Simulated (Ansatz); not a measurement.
## Work function of Cu(110): what the settings cost and change

Aim: the numerical settings behind the work function of Cu(110), with the cost of each.

Main program and level: Ansatz 0.2.0; plane-wave DFT, PBE, Ansatz PAW.

The experiments to compare with:

“Anisotropic work function of elemental crystals” (2019, arxiv:1902.07811) quotes from earlier work for Cu (clean (110) face, a compiled value): work function (clean (110) face, a compiled value) 4.56 eV.

### 1. The system as given

The cell holds 7 atoms: 7 Cu. Cell: a = 3.610 Å, b = 2.553 Å, c = 25.658 Å, α = 90.0°, β = 90.0°, γ = 90.0°. Vacuum lies along c.

### 2. Run, setting cutoff 200 eV

A work function rests on the faint tail of the density, so the SCF threshold is tight. The cutoff is raised first; then mesh and smearing are varied at the default cutoff.

File input.yaml:

```yaml
crystal:
  lattice:
    - [3.61, 0.0, 0.0]
    - [0.0, 2.5526554801, 0.0]
    - [0.0, 0.0, 25.6579664403]
  atoms:
    - { symbol: Cu, position: [0.0, 0.0, 0.3507682505] }
    - { symbol: Cu, position: [0.5, 0.5, 0.400512167] }
    - { symbol: Cu, position: [0.0, 0.0, 0.4502560835] }
    - { symbol: Cu, position: [0.5, 0.5, 0.5] }
    - { symbol: Cu, position: [0.0, 0.0, 0.5497439165] }
    - { symbol: Cu, position: [0.5, 0.5, 0.599487833] }
    - { symbol: Cu, position: [0.0, 0.0, 0.6492317495] }
kpoints:
  mp_grid: { grid: [11, 16, 1] }
hamiltonian:
  xc: pbe
scf:
  occupations: { method: fermi_dirac, width: 0.1 }
  convergence: { dr2_threshold: 1.0e-09 }
efield:
  axis: 3
  dipole_correction: true
  ramp_position: 0.97
  ramp_width: 0.06
basis:
  ecutwfc: "200 eV"
output:
  write_potential: true
  write_density: true
  volumetric_format: npy
  elf: true
```

On the command line:

```
$ ansatz run input.yaml --threads 2 --pin off --max-ram 3072MiB --backend cpu --events-out ev --progress --plain --runs-dir out
```

What it wrote:

```text
Warning: basis.ecutwfc = 200 eV is below the records' recommended 420 eV, and the density's cutoff is lower with it unless basis.ecutrho_ratio is high enough to keep the records' density cutoff: compare with a run at a higher cutoff
Warning: basis.ecutrho_ratio 4 (ecutrho = 800 eV, dense FFT grid 18×12×120): the grid does not resolve the core-correction charge of Cu (measure 0.11 e/Å^2.5); warned from 0.08. The energy and each atom's force then go with where the atoms sit on the grid: [figures from the program's tests cut] If this deck is also warned that a cutoff or its ratio is below what is recommended, mend that before anything below. First try basis.xc_grid, which is 1 on this run (the dense grid itself), where it is not refused (2, then 3). Above 1 the core-correction charge is laid on the exchange–correlation grid, and this warning is never given, whether or not the level is enough: [rest of the remark cut]
Engine: ansatz 0.2.0, aarch64-unknown-linux-gnu
Pseudopotentials: kind: paw
Pseudopotential: Cu, paw, valence charge 19, recommended cutoff 420 eV (normal), Cu.paw.azcp
Functional definition: PBE
  parameter kappa = 0.804
  parameter beta = 0.066725
  exchange = pbe_x(kappa = kappa, mu = beta*pi^2/3)
  correlation = pbe_c(beta = beta)
Crystal: 7 atoms, lattice volume = 236.440 Å³
Basis set: ecut = 200 eV, 1459 PW (Γ)
Bands: 80, of which v1, the nominal top of the filled ones, is band 67 counted from 1 (66 counted from 0)
Symmetry: 4 space group operations
k-points: 54 of 176
Non-local potential: Cu, projectors of the file, l = 0: 3, l = 1: 2, l = 2: 3, l = 3: 1
PAW form: soft (Blöchl's): semilocal exchange-correlation on the pseudo side does not see the compensation charge
PAW one-centre angular grid: Cu, 590 points (default); XC on 64 Gauss nodes
Initial density: superposition of atomic densities (neutral atoms: chi_scale 0, normalization atom), corrected by the library's trained network
Initial wavefunctions: pseudopotential atomic-orbital guess
Functional: x = pbe(κ = 0.804, μ = 0.219515), c = pbe(β = 0.066725)
SCF iter   1: F=—  HF=-46286.894713 eV  |F-HF|=—  |Δ(HF+E_count)|=         —  Δρ=1.38e-1  dr2=1.81e1  ethr=1.77e-3  p=0.000 e·Å  D=1.00e-13 V/Å  ΔV_dip=-0.00 eV  dr2_dipole=4.87e-10  V_vac-E_F(+/−)=3.85/3.85 eV  ⟨swp⟩=7.5  Hψ=17680  notcnv=0  defer=84
efield: sawtooth ramp at fractional position 0.9700 (set: `efield.ramp_position`, or a place that a band, a saddle search or an elastic batch's reference lends), width 0.0600; the density the first Hamiltonian is built on has a dipole p = 0.000 e·Å; the dipole correction subtracts the counter field D = 1.00e-13 V/Å, which shifts the + side's vacuum level by -0.00 eV against the − side's; the planar-averaged density in the ramp window peaks in size at 2.2e-3 e/Å³
preconditioner: auto → LDOS  [metal: Δε(μ)=0.016 eV  Ē_g=7.646 eV  σ=0.100 eV  W_gap=0.04  n_scr=56 (ndim 8)  ℏωp=21.2 eV  f_vac=0.597  D(μ)=2.42/eV (n_scr^D=10)  β→1.0]
SCF iter   2: F=—  HF=-46321.131048 eV  |F-HF|=—  |Δ(HF+E_count)|=    3.42e1  Δρ=3.14e-1  dr2=1.19e2  ethr=1.77e-3  p=-0.000 e·Å  D=-9.22e-6 V/Å  ΔV_dip=0.00 eV  dr2_dipole=1.06e-8  V_vac-E_F(+/−)=5.82/5.83 eV  ⟨swp⟩=3.9  Hψ=14951  notcnv=0  defer=216  recentre
SCF iter   3: F=—  HF=-46268.750686 eV  |F-HF|=—  |Δ(HF+E_count)|=    5.24e1  Δρ=1.55e-2  dr2=6.69e-1  ethr=1.77e-3  p=0.000 e·Å  D=5.21e-6 V/Å  ΔV_dip=-0.00 eV  dr2_dipole=4.81e-9  V_vac-E_F(+/−)=5.27/5.28 eV  ⟨swp⟩=3.1  Hψ=11579  notcnv=0  defer=240
SCF iter   4: F=—  HF=-46269.549780 eV  |F-HF|=—  |Δ(HF+E_count)|=   7.99e-1  Δρ=6.86e-2  dr2=8.93e0  ethr=5.03e-4  p=-0.000 e·Å  D=-6.48e-6 V/Å  ΔV_dip=0.00 eV  dr2_dipole=2.77e-8  V_vac-E_F(+/−)=3.30/3.30 eV  ⟨swp⟩=2.8  Hψ=7699  notcnv=0  defer=210
SCF iter   5: F=—  HF=-46268.001932 eV  |F-HF|=—  |Δ(HF+E_count)|=    1.55e0  Δρ=1.69e-2  dr2=3.88e-1  ethr=5.03e-4  p=0.000 e·Å  D=2.91e-6 V/Å  ΔV_dip=-0.00 eV  dr2_dipole=1.62e-11  V_vac-E_F(+/−)=4.74/4.74 eV  ⟨swp⟩=2.6  Hψ=8870  notcnv=0  defer=217
SCF iter   6: F=—  HF=-46267.911598 eV  |F-HF|=—  |Δ(HF+E_count)|=   9.03e-2  Δρ=2.50e-3  dr2=8.18e-3  ethr=2.92e-4  p=0.000 e·Å  D=1.79e-6 V/Å  ΔV_dip=-0.00 eV  dr2_dipole=4.60e-10  V_vac-E_F(+/−)=4.86/4.86 eV  ⟨swp⟩=2.0  Hψ=6934  notcnv=0  defer=219
SCF iter   7: F=—  HF=-46267.910750 eV  |F-HF|=—  |Δ(HF+E_count)|=   8.48e-4  Δρ=1.53e-3  dr2=3.41e-3  ethr=6.15e-6  p=0.000 e·Å  D=3.81e-7 V/Å  ΔV_dip=-0.00 eV  dr2_dipole=2.04e-11  V_vac-E_F(+/−)=4.89/4.90 eV  ⟨swp⟩=2.5  Hψ=8721  notcnv=0  defer=222
SCF iter   8: F=—  HF=-46267.910234 eV  |F-HF|=—  |Δ(HF+E_count)|=   5.16e-4  Δρ=3.75e-4  dr2=2.11e-4  ethr=2.56e-6  p=0.000 e·Å  D=1.01e-7 V/Å  ΔV_dip=-0.00 eV  dr2_dipole=6.63e-12  V_vac-E_F(+/−)=4.88/4.89 eV  ⟨swp⟩=2.0  Hψ=6337  notcnv=0  defer=222
SCF iter   9: F=—  HF=-46267.910369 eV  |F-HF|=—  |Δ(HF+E_count)|=   1.35e-4  Δρ=1.83e-4  dr2=4.74e-5  ethr=1.59e-7  p=0.000 e·Å  D=7.38e-9 V/Å  ΔV_dip=-0.00 eV  dr2_dipole=1.13e-13  V_vac-E_F(+/−)=4.88/4.89 eV  ⟨swp⟩=2.3  Hψ=8130  notcnv=0  defer=222
SCF iter  10: F=—  HF=-46267.910351 eV  |F-HF|=—  |Δ(HF+E_count)|=   1.79e-5  Δρ=6.51e-5  dr2=6.30e-6  ethr=3.57e-8  p=-0.000 e·Å  D=-2.19e-8 V/Å  ΔV_dip=0.00 eV  dr2_dipole=9.20e-14  V_vac-E_F(+/−)=4.88/4.89 eV  ⟨swp⟩=2.1  Hψ=5903  notcnv=0  defer=222
SCF iter  11: F=—  HF=-46267.910348 eV  |F-HF|=—  |Δ(HF+E_count)|=   2.30e-6  Δρ=2.19e-5  dr2=7.75e-7  ethr=4.74e-9  p=0.000 e·Å  D=1.30e-8 V/Å  ΔV_dip=-0.00 eV  dr2_dipole=4.91e-14  V_vac-E_F(+/−)=4.88/4.89 eV  ⟨swp⟩=2.1  Hψ=6242  notcnv=0  defer=222
SCF iter  12: F=—  HF=-46267.910348 eV  |F-HF|=—  |Δ(HF+E_count)|=   7.04e-8  Δρ=7.06e-6  dr2=8.93e-8  ethr=5.82e-10  p=0.000 e·Å  D=5.15e-9 V/Å  ΔV_dip=-0.00 eV  dr2_dipole=3.77e-14  V_vac-E_F(+/−)=4.88/4.89 eV  ⟨swp⟩=2.2  Hψ=6473  notcnv=0  defer=222
SCF iter  13: F=-46267.910348 eV  HF=-46267.910348 eV  |F-HF|=3.27e-10  |Δ(HF+E_count)|=   1.84e-8  Δρ=4.52e-7  dr2=4.87e-10  ethr=1.00e-12  p=0.000 e·Å  D=3.38e-9 V/Å  ΔV_dip=-0.00 eV  dr2_dipole=5.18e-15  V_vac-E_F(+/−)=4.88/4.89 eV  ⟨swp⟩=11.7  Hψ=19304  notcnv=0
WARN: efield: at this solve's end the planar-averaged density reaches 2.27e-3 e/Å³ inside the ramp window [0.9310, 0.0690] (bound 1e-5 e/Å³), and -2.01e-3 e/Å³ on another of its planes; by the running means of the window's planes the mean density over a ramp is at most 4.44e-4 e/Å³, which is held to the bound (the quickstart, § The vacuum guard, A window that rings); the window's nearer edge stands 7.23 Å from this solve's nearest atom along the axis. Its work functions, free energy, forces, stress, dipole, levels and responses can be off, and this figure does not tell by how much. The cell may have no vacuum along `efield.axis`. [rest of the remark cut]
SCF 1 converged in 13 iterations: F = -46267.910348 eV  dr2 = 4.87e-10
  greatest PAW one-centre occupation: 1.020 electrons in one spin orbital (limit 2), on the Cu atom at site 6 (counted from 0), in its partial waves of l = 1
WARN: The output density's exchange-correlation potential varies sharply where the density is thin. Do not read a vacuum level from v_tot or v_xc, or from such a field of the output density. On a cell that repeats whose density bears no net charge and no dipole along the vacuum's axis use v_es (v_loc + v_h of the components); under efield.dipole_correction with no amplitude use v_es + v_field, which holds any externa [...]
SCF converged after 13 iterations
Free energy (F): -46267.910348 eV
Harris-Foulkes:  -46267.910348 eV  (|F-HF|=3.27e-10)
Internal energy: -46267.859008 eV  (E = F + TS)
E sigma→0 (E₀):  -46267.884678 eV
Entropy (-TS):   -0.051340 eV (-7.334 meV/atom)
Fermi energy:    2.575795 eV
Dipole field:    D = -0.000000 V/Å  (p = -0.000000 e·Å, saw-weighted, corrected)
Work function:   Φ+ = 4.8836 eV (in doubt: plateau slope 4.4e-2 eV/Å)   Φ− = 4.8896 eV (in doubt: plateau slope 3.9e-2 eV/Å)
Levels:          The Fermi level and band energies are counted from a zero that moves with the ramp; work functions are not
Vacuum region:   at the solve's end the planar-averaged density reaches 2.27e-3 e/Å³ inside the ramp window [0.9310, 0.0690] (bound 1e-5 e/Å³), and -2.01e-3 e/Å³ on another of its planes; by the running means of the window's planes the mean density over a ramp is at most 4.44e-4 e/Å³, which is held to the bound (the quickstart, § The vacuum guard, A window that rings)
--- Per-component energies (eV) ---
  E_band       = -4572.581472
  E_kinetic    = 2260.784795
  E_local      = -346576.574212  (includes V_loc(G=0)·N_el)
  E_nonlocal   = 3382.330714
  E_hartree    = 170837.299942
  E_xc         = -619.786536
  E_vxc        = -798.841342  (∫ρ·V_xc dr)
  E_paw        = -12283.120894  (= ΣΔE_a)
  E_vpaw       = -4514.854753  (= ΣTr[D̂ρ^β])
  E_aug_tail   = -0.035814  (compensation charges beyond the density's cutoff)
  E_efield     = 0.000000  (sawtooth field / dipole correction)
  E_vefield    = 0.000000  (∫n·V_field dr)
  E_ewald      = 136731.242997
  E_smearing   = -0.051340  (= −TS)
  E_closure    = 0.000000  (closes the sum)
  Σ components = -46267.910348   (vs F -46267.910348, Δ=0.00e0)
--- Band table (eV; the first three rows and the last of 54) ---
  k-point 0: bands = [... 63 lower, -0.2617, -0.2300, -0.2138, 0.9835, 2.9676, 5.0554, 5.7426, 6.2764, ... 9 higher]
  k-point 1: bands = [... 63 lower, -0.2637, -0.2155, -0.2059, 1.0242, 3.0219, 5.1142, 5.9824, 6.3564, ... 9 higher]
  k-point 2: bands = [... 63 lower, -0.3532, -0.2775, -0.2236, 1.2284, 3.2933, 5.3891, 6.4637, 6.6231, ... 9 higher]
  k-point 53: bands = [... 63 lower, 3.0126, 3.0818, 4.5506, 4.7526, 6.5001, 6.6909, 6.7913, 6.9206, ... 9 higher]
```

Run time: 79 s. Hardware: 2 threads of Arm Neoverse N1, shared host; peak memory 0.57 GiB.

The column dr2 measures how far the density is from self-consistency, as an energy; F and HF (Harris–Foulkes) agree once it is small.

Read from the output:

```
energy at zero smearing   : -46267.8847 eV
work function, upper face : 4.884 eV
```

Running mean over 1.276 Å of the planar mean; the ramp of the sawtooth is left out. Table of electron's electrostatic potential energy less the Fermi level by z:

```tsv
z (Å)	electron's electrostatic potential energy less the Fermi level (eV)
3	4.80
4	4.72
5	4.60
6	4.43
7	4.02
8	0.926
9	-6.83
10	-7.81
11	-7.87
12	-7.84
13	-7.84
14	-7.84
15	-7.87
16	-7.74
17	-4.77
18	2.89
19	4.22
20	4.50
21	4.65
22	4.75
```

Electrostatic potential energy in the ca plane at fractional y = 0.000, with atoms of Cu within 0.2 Å of it. With pseudopotentials it is smooth inside the atoms' cores, unlike the true potential.

Ten even steps from '0' (-47 eV) to '9' (7 eV), each cell a mean:
```
99999996100489610048961004896100489999999999
99999998645799864579986457998645799999999999
99999999989999998999999899999989999999999999
99999999999999999999999999999999999999999999
99999999999999999999999999999999999999999999
99999999999999999999999999999999999999999999
99999999877899987789998778999877899999999999
99999997312689731268973126897312589999999999
99999995000388500038860003886100389999999999
```
Columns run along c (16.0 Å, from fractional 0.22 to 0.84 of the cell; values clipped at the 3rd and 97th percentile), rows up along a (3.6 Å). Atoms in or near the plane, at fractional coordinates: Cu at (0.35, 0.00), Cu at (0.45, 0.00), Cu at (0.55, 0.00), Cu at (0.65, 0.00).

ELF in the ca plane at fractional y = 0.000, with atoms of Cu within 0.2 Å of it. It is the smooth field of the valence electrons, not physical close to the nuclei.

Ten even steps from '0' (0.00) to '9' (0.83), each cell a mean:
```
00000001475211147521114752111375210000000000
00000001122123112212311221131222100000000000
00000000011233311123331112333210000000000000
00000000113321331232133123213321100000000000
00000000012211221221122122112210000000000000
00000001112432331233233123324311100000000000
00000000111134111113421111242111000000000000
00000001243211124321212432121243200000000000
00000002597311259731125973112597310000000000
```
Columns run along c (16.0 Å, from fractional 0.22 to 0.84 of the cell), rows up along a (3.6 Å). Atoms in or near the plane, at fractional coordinates: Cu at (0.35, 0.00), Cu at (0.45, 0.00), Cu at (0.55, 0.00), Cu at (0.65, 0.00).

Valence density in the ca plane at fractional y = 0.000, with atoms of Cu within 0.2 Å of it. It is the smooth field of the valence electrons, not physical close to the nuclei.

Values in e/Å³, 5 rows by 16 columns, each cell a mean:
```
 0  0  0 11  1  5  8  0 11  1  3  9  0  0  0  0
 0  0  0  0  0  0  0  0  0  0  0  0  0  0  0  0
 0  0  0  0  0  0  0  0  0  0  0  0  0  0  0  0
 0  0  0  1  0  0  1  0  1  0  0  1  0  0  0  0
 0  0  1 21  1  8 15  1 21  2  6 17  0  0  0  0
```
Columns run along c (16.0 Å, from fractional 0.22 to 0.84 of the cell), rows up along a (3.6 Å). Atoms in or near the plane, at fractional coordinates: Cu at (0.35, 0.00), Cu at (0.45, 0.00), Cu at (0.55, 0.00), Cu at (0.65, 0.00).

The work function is 4.884 eV. The program marks this work function as in doubt.

### 3. Run

input.yaml: that of step 2 with these lines changed.

```diff
@@ -26,3 +26,3 @@
 basis:
-  ecutwfc: "200 eV"
+  ecutwfc: "300 eV"
 output:
@@ -31,2 +31 @@
   volumetric_format: npy
-  elf: true
```

What it wrote:

```text
[...]
Crystal: 7 atoms, lattice volume = 236.440 Å³
Basis set: ecut = 300 eV, 2809 PW (Γ)
Bands: 80, of which v1, the nominal top of the filled ones, is band 67 counted from 1 (66 counted from 0)
Symmetry: 4 space group operations
k-points: 54 of 176
[...]
k-point 0: bands = [... 63 lower, 1.4730, 1.6107, 1.6315, 1.9654, 3.3793, 5.3539, 5.3714, 6.8633, ... 9 higher]
  k-point 1: bands = [... 63 lower, 1.4495, 1.5749, 1.6276, 2.0102, 3.4636, 5.4642, 5.5621, 6.9520, ... 9 higher]
  k-point 2: bands = [... 63 lower, 1.4523, 1.5100, 1.6299, 2.1298, 3.7073, 5.7347, 6.1153, 7.2166, ... 9 higher]
  k-point 53: bands = [... 63 lower, 2.9557, 3.0747, 4.6036, 4.8407, 6.5520, 6.9344, 7.1255, 7.1585, ... 9 higher]
[key lines of the parts left out:]
SCF converged after 13 iterations
Free energy (F): -46372.544301 eV
Fermi energy:    3.064140 eV
Dipole field:    D = -0.000000 V/Å  (p = -0.000000 e·Å, saw-weighted, corrected)
Work function:   Φ+ = 4.3162 eV   Φ− = 4.3163 eV
```

It took 2.4 min on 2 threads; peak memory 0.82 GiB.

The work function is 4.316 eV, -0.567 eV from the run “cutoff 200 eV”, at 1.7 times its CPU time.

### 4. Run

input.yaml: that of step 3 with these lines changed.

```diff
@@ -26,3 +26,3 @@
 basis:
-  ecutwfc: "300 eV"
+  ecutwfc: "420 eV"
 output:
```

What it wrote:

```text
[...]
Crystal: 7 atoms, lattice volume = 236.440 Å³
Basis set: ecut = 420 eV, 4649 PW (Γ)
Bands: 80, of which v1, the nominal top of the filled ones, is band 67 counted from 1 (66 counted from 0)
Symmetry: 4 space group operations
k-points: 54 of 176
[...]
k-point 0: bands = [... 63 lower, 1.5572, 1.6815, 1.7134, 2.0128, 3.4003, 5.3281, 5.3863, 6.9643, ... 9 higher]
  k-point 1: bands = [... 63 lower, 1.5249, 1.6446, 1.6955, 2.0556, 3.4832, 5.4789, 5.5326, 7.0526, ... 9 higher]
  k-point 2: bands = [... 63 lower, 1.5273, 1.5776, 1.7004, 2.1752, 3.7252, 5.7489, 6.0888, 7.3154, ... 9 higher]
  k-point 53: bands = [... 63 lower, 2.9497, 3.0715, 4.5976, 4.8355, 6.5386, 6.9234, 7.0884, 7.1212, ... 9 higher]
[key lines of the parts left out:]
SCF converged after 11 iterations
Free energy (F): -46374.415075 eV
Fermi energy:    3.082597 eV
Dipole field:    D = -0.000000 V/Å  (p = -0.000000 e·Å, saw-weighted, corrected)
Work function:   Φ+ = 4.3170 eV   Φ− = 4.3170 eV
```

Run time: 2.9 min. Hardware: 2 threads; peak memory 1.2 GiB; 5 min of CPU time.

The work function is 4.317 eV, -0.567 eV from the run “cutoff 200 eV”, at 2.2 times its CPU time.

### 5. Run

input.yaml: that of step 4 with these lines changed.

```diff
@@ -26,3 +26,3 @@
 basis:
-  ecutwfc: "420 eV"
+  ecutwfc: "600 eV"
 output:
```

What it wrote:

```text
[...]
Crystal: 7 atoms, lattice volume = 236.440 Å³
Basis set: ecut = 600 eV, 7875 PW (Γ)
Bands: 80, of which v1, the nominal top of the filled ones, is band 67 counted from 1 (66 counted from 0)
Symmetry: 4 space group operations
k-points: 54 of 176
[...]
k-point 0: bands = [... 63 lower, 1.5557, 1.6800, 1.7119, 2.0117, 3.3994, 5.3277, 5.3853, 6.9636, ... 9 higher]
  k-point 1: bands = [... 63 lower, 1.5235, 1.6431, 1.6940, 2.0544, 3.4823, 5.4778, 5.5322, 7.0520, ... 9 higher]
  k-point 2: bands = [... 63 lower, 1.5259, 1.5761, 1.6989, 2.1741, 3.7243, 5.7479, 6.0883, 7.3148, ... 9 higher]
  k-point 53: bands = [... 63 lower, 2.9490, 3.0707, 4.5967, 4.8346, 6.5375, 6.9225, 7.0878, 7.1206, ... 9 higher]
[key lines of the parts left out:]
SCF converged after 11 iterations
Free energy (F): -46374.437533 eV
Fermi energy:    3.081690 eV
Dipole field:    D = -0.000000 V/Å  (p = -0.000000 e·Å, saw-weighted, corrected)
Work function:   Φ+ = 4.3164 eV   Φ− = 4.3164 eV
```

It took 4.8 min on 2 threads; peak memory 1.8 GiB; 8.4 min of CPU time.

The work function is 4.316 eV, -0.001 eV from the run “cutoff 420 eV”, at 1.7 times its CPU time.

### 6. Slab

input.yaml: that of step 5 with these lines changed.

```diff
@@ -14,3 +14,3 @@
 kpoints:
-  mp_grid: { grid: [11, 16, 1] }
+  mp_grid: { grid: [2, 3, 1] }
 hamiltonian:
@@ -25,4 +25,2 @@
   ramp_width: 0.06
-basis:
-  ecutwfc: "600 eV"
 output:
```

What it wrote:

```text
[...]
Crystal: 7 atoms, lattice volume = 236.440 Å³
Basis set: ecut = 420 eV, 4649 PW (Γ)
Bands: 80, of which v1, the nominal top of the filled ones, is band 67 counted from 1 (66 counted from 0)
Symmetry: 4 space group operations
k-points: 4 of 6
[...]
k-point 0: bands = [... 63 lower, 1.7469, 1.9143, 1.9470, 2.1400, 3.5136, 5.4712, 5.5733, 6.8873, ... 9 higher]
  k-point 1: bands = [... 63 lower, 1.7933, 1.8529, 1.8862, 3.4328, 5.5139, 6.8937, 7.1713, 8.4606, ... 9 higher]
  k-point 2: bands = [... 63 lower, 1.8123, 1.8338, 1.8701, 1.8767, 2.0580, 2.4196, 2.8797, 4.3172, ... 9 higher]
  k-point 3: bands = [... 63 lower, 2.3753, 2.5207, 3.2407, 3.6039, 4.5209, 5.2863, 6.4436, 7.0035, ... 9 higher]
[key lines of the parts left out:]
SCF converged after 14 iterations
Free energy (F): -46374.768454 eV
Fermi energy:    3.013441 eV
Dipole field:    D = 0.000003 V/Å  (p = 0.000004 e·Å, saw-weighted, corrected)
Work function:   Φ+ = 4.2421 eV   Φ− = 4.2421 eV
```

The job ended after 17 s (2 threads; peak memory 0.47 GiB; 22 s of CPU time).

The work function is 4.242 eV, -0.075 eV from the run “cutoff 420 eV”, at 0.073 times its CPU time.

(Part 1 of 2 ends here.)

[Long decimals in the printed logs are rounded to 6 places.]

[Logs are printed without paths, hosts, clocks, repeated set-up lines and the standing remarks that a program may print on its own settings, such as how far it seeks lower states.]

[Hosts, paths, dates, database ids (printed as entryN), source tags and the programs' standing remarks are cut or masked in the printed files.]

[Maps of the electrostatic potential energy from Ansatz leave out the sawtooth potential of an applied field or a dipole correction, so their vacuum need not be flat; planar profiles and work functions include it.]
